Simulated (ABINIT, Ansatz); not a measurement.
## ZrB2 (P6/mmm): zone-centre phonons

Which modes does ZrB2 (P6/mmm) have at the zone centre?

Method: DFT LDA, scalar-relativistic, plane waves, JTH PAW pseudopotentials, in ABINIT 10.8.3.

Most raw output is cut from this account.

### Step 1. The starting structure

The structure is hexagonal, space group P6/mmm (No. 191). Conventional cell: a = 3.132 Å, b = 3.132 Å, c = 3.490 Å, α = 90.00°, β = 90.00°, γ = 120.00°. Zr has 12 B at 2.51 Å nearest. B has 3 B at 1.81 Å and 6 Zr at 2.51 Å nearest. Farther neighbours are not listed.

Coordinates:

```cif
data_structure
_symmetry_space_group_name_H-M 'P 1'
_symmetry_Int_Tables_number 1
_cell_length_a 3.1324
_cell_length_b 3.1324
_cell_length_c 3.4900
_cell_angle_alpha 90.000
_cell_angle_beta 90.000
_cell_angle_gamma 120.000
_cell_volume 29.66
loop_
_atom_site_label
_atom_site_type_symbol
_atom_site_fract_x
_atom_site_fract_y
_atom_site_fract_z
_atom_site_occupancy
Zr1 Zr 0.00000 0.00000 0.00000 1
B2 B 0.33333 0.66667 0.50000 1
B3 B 0.66667 0.33333 0.50000 1
```

### Step 2. Relaxing the cell and atoms

The harmonic expansion starts where the forces on the atoms vanish, and stress shifts the frequencies, so cell and atoms are relaxed with tight thresholds.

The starting cell comes from a relaxation made beforehand in Ansatz (LDA, PAW).

Input file relax.abi:

```
# relaxation
ionmov 2
optcell 2
ecutsm 0.5
dilatmx 1.08
ntime 40
tolmxf 2.0d-06
tolvrs 1.0d-14
prtwf 0
prtden 0
chksymtnons 0

# basis, mesh and filling
ecut 18.0
pawecutdg 36.0
ngkpt 9 9 8
nshiftk 1
shiftk 0.0 0.0 0.0
istwfk *1
occopt 7
tsmear 0.01
nband 15
nstep 100
diemac 1000000.0
prtebands 0
prtgsr 0

# cell and atoms
acell 3*1.0 Angstrom
rprim 
    3.132370171 0.0 0.0
    -1.566185085 2.712712142 0.0
    0.0 0.0 3.490005337
ntypat 2
znucl 40 5
natom 3
typat 1 2 2
xred 
    0.0 0.0 0.0
    1/3 2/3 0.5
    2/3 1/3 0.5
pp_dirpath "./pseudo"
pseudos "Zr.xml, B.xml"
```

The run is started by

```console
OMP_NUM_THREADS=1 mpirun -n 4 abinit relax.abi > relax.log
```

Wall time 79 s (4 MPI ranks of Arm Neoverse N1, shared host).

Little changed from the start: no atom moved by 0.005 Å and no cell edge by 0.1 %.

This step gave:

* volume per atom: 9.888 Å³
* pressure: -9.55e-5 GPa
* gap on the k-mesh: 0 eV

### Step 3. Ground state

First-order wavefunctions inherit every error of the ground state, hence the very tight tolvrs. Occupations are smeared.

Input file gs.abi:

```
# ground state
tolvrs 1.0d-16
prtden 1
prtwf 1

# basis, mesh and filling
ecut 18.0
pawecutdg 36.0
ngkpt 9 9 8
nshiftk 1
shiftk 0.0 0.0 0.0
istwfk *1
occopt 7
tsmear 0.01
nband 15
nstep 100
diemac 1000000.0
prtebands 0
prtgsr 0

# cell and atoms
acell 3*1.0 Angstrom
rprim 
    3.133235062 0.0 0.0
    -1.566617531 2.713461159 0.0
    0.0 0.0 3.489125603
ntypat 2
znucl 40 5
natom 3
typat 1 2 2
xred 
    0.0 0.0 0.0
    1/3 2/3 0.5
    2/3 1/3 0.5
pp_dirpath "./pseudo"
pseudos "Zr.xml, B.xml"
```

The run is started by

```console
OMP_NUM_THREADS=1 mpirun -n 4 abinit gs.abi > gs.log
```

It took 17 s on 4 MPI ranks.

Numbers from this step:

- pressure: -0.2536 GPa

The cell stands at -0.25 GPa: the relaxation ran with a smoothed cutoff, and the difference is a stress of the finite basis.

### Step 4. Zone-centre response

At q = 0 one unit cell holds all displacements. The response is solved for single atoms along the cell's directions, and symmetry skips those that follow from others. The crystal is treated as a metal, which screens a static field, so no field response is asked.

Input file dfpt_gamma.abi:

```

# common to the responses
getwfk_filepath "gso_WFK"
kptopt 2
nqpt 1
qpt 0.0 0.0 0.0
asr 0
chneut 0

# displacements
rfphon 1
rfatpol 1 3
rfdir 1 1 1
tolvrs 1.0d-10
prtwf 0

# basis, mesh and filling
ecut 18.0
pawecutdg 36.0
ngkpt 9 9 8
nshiftk 1
shiftk 0.0 0.0 0.0
istwfk *1
occopt 7
tsmear 0.01
nband 15
nstep 100
diemac 1000000.0
prtebands 0
prtgsr 0

# cell and atoms
acell 3*1.0 Angstrom
rprim 
    3.133235062 0.0 0.0
    -1.566617531 2.713461159 0.0
    0.0 0.0 3.489125603
ntypat 2
znucl 40 5
natom 3
typat 1 2 2
xred 
    0.0 0.0 0.0
    1/3 2/3 0.5
    2/3 1/3 0.5
pp_dirpath "./pseudo"
pseudos "Zr.xml, B.xml"
```

The run is started by

```console
OMP_NUM_THREADS=1 mpirun -n 4 abinit dfpt_gamma.abi > dfpt_gamma.log
```

Elapsed: 1.8 min, on 4 MPI ranks.

Numbers from this step:

| Quantity | Value |
| --- | --- |
| largest acoustic frequency at the zone centre before the sum rule | -3.91 cm⁻¹ |
| highest optical zone-centre mode (no LO-TO term) | 791.4 cm⁻¹ |
| lowest optical zone-centre mode | 465.1 cm⁻¹ |

The acoustic modes at Γ come out as far as 3.9 cm⁻¹ from zero, where they should vanish, a small numerical error.

### Step 5. Summary of results

```
space group after relaxation                     : P6/mmm
volume per atom                                  : 9.89 Å³
highest optical zone-centre mode (no LO-TO term) : 791.4 cm⁻¹
lowest optical zone-centre mode                  : 465.1 cm⁻¹
```

**Reading.** At the LDA level the optical modes of ZrB2 (P6/mmm) at the zone centre run from 465 to 791 cm⁻¹. These are harmonic frequencies at zero temperature: anharmonic shifts and linewidths and thermal expansion are left out. In a metal the frequencies hang on the k mesh and the smearing, most of all near Kohn anomalies.

[Host names and launcher messages were left out of these logs when they were recorded.]

[Logs are printed without paths, hosts, clocks, repeated set-up lines and the standing remarks that a program may print on its own settings, such as how far it seeks lower states.]

[Hosts, paths, dates, database ids (printed as entryN), source tags and the programs' standing remarks are cut or masked in the printed files.]
